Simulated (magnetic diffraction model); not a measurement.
# Magnetic neutron pattern of Cr₃FeAs

Space group Pm-3m (no. 221), a = 4.1560 Å.

| site | atom | x | y | z |
| --- | --- | --- | --- | --- |
| 1b | As | 1/2 | 1/2 | 1/2 |
| 1a | Fe | 0 | 0 | 0 |
| 3c | Cr | 1/2 | 1/2 | 0 |

The compound is invented for this exercise: a known structure type with other elements, its cell scaled to their sizes and not relaxed.

Only Fe and Cr are taken to order (form factors of Fe2+ and Cr2+); orders and moment sizes are assumed, and not adapted to the symmetry. Radiation: neutrons of λ = 1.8 Å, 1.5° to 90°; isotropic B of 0.49 Å² (As), 0.49 Å² (Fe) and 0.51 Å² (Cr). Simulated constant-wavelength pattern: nuclear and magnetic terms add, the magnetic one as |2.695 fm × Σ f S⊥ exp(2πi Q·r) exp(−B s²)|², summed over all Q at one angle with the factor 1/(sin²θ cos θ). For a modulated order the moment at position r is S exp(−2πi k·r) + c.c., with S = m/2 for a sine wave of amplitude m and S = m(u + iv)/2 for moments turning in a plane, u and v being orthogonal unit vectors in it; the phase factor of the sum at Q = H + k is then exp(2πi H·r). Free-ion form factors, Sears's scattering lengths of 1992, no absorption; a label names one of the reflections at its angle. The strongest nuclear line in the range is 100, and lines under 0.2 are left out.

Assume the order k = (0.246 0 0), moments turning in the plane of [100] and [010], 1.4 μB on Fe and 1.43 μB on Cr; signs + at (0, 0, 0), + at (1/2, 1/2, 0), − at (1/2, 0, 1/2), − at (0, 1/2, 1/2).

Q: Where does magnetic intensity appear, and how strong is it?

| 2θ (°) | index | nuclear | magnetic |
| --- | --- | --- | --- |
| 25.01 | (1 0 0) | 0.3 | 0.0 |
| 25.77 | (0.246 0 1) | 0.0 | 24.7 |
| 31.47 | (0.754 1 0) | 0.0 | 7.3 |
| 35.67 | (1 1 0) | 76.8 | 0.0 |
| 40.48 | (1.246 1 0) | 0.0 | 3.3 |
| 44.06 | (1 1 1) | 42.6 | 0.0 |
| 51.33 | (2 0 0) | 92.9 | 0.0 |
| 51.85 | (1.754 0 1) | 0.0 | 1.7 |
| 57.92 | (2 1 0) | 0.2 | 0.0 |
| 58.31 | (0.246 2 1) | 0.0 | 2.0 |
| 61.46 | (0.754 1 2) | 0.0 | 2.3 |
| 64.07 | (2 1 1) | 54.3 | 0.0 |
| 64.34 | (2.246 0 1) | 0.0 | 0.6 |
| 67.33 | (1.246 1 2) | 0.0 | 1.4 |
| 75.54 | (2 2 0) | 100.0 | 0.0 |
| 75.97 | (1.754 2 1) | 0.0 | 0.6 |
| 78.76 | (2.754 1 0) | 0.0 | 0.2 |
| 81.36 | (0.246 0 3) | 0.0 | 0.4 |
| 86.44 | (3 1 0) | 35.9 | 0.0 |
| 86.68 | (2.246 2 1) | 0.0 | 0.3 |

The strongest magnetic line in the range is (0.246 0 1) at 25.77° (24.7). On top of the Lorentz factor, which all lines share, magnetic lines fade with angle because f falls: for Fe2+ it is 0.90, 0.68, 0.45 and 0.15 at sin θ/λ = 0.1, 0.2, 0.3 and 0.5 Å⁻¹, while nuclear lengths stay constant. The order has no net moment.
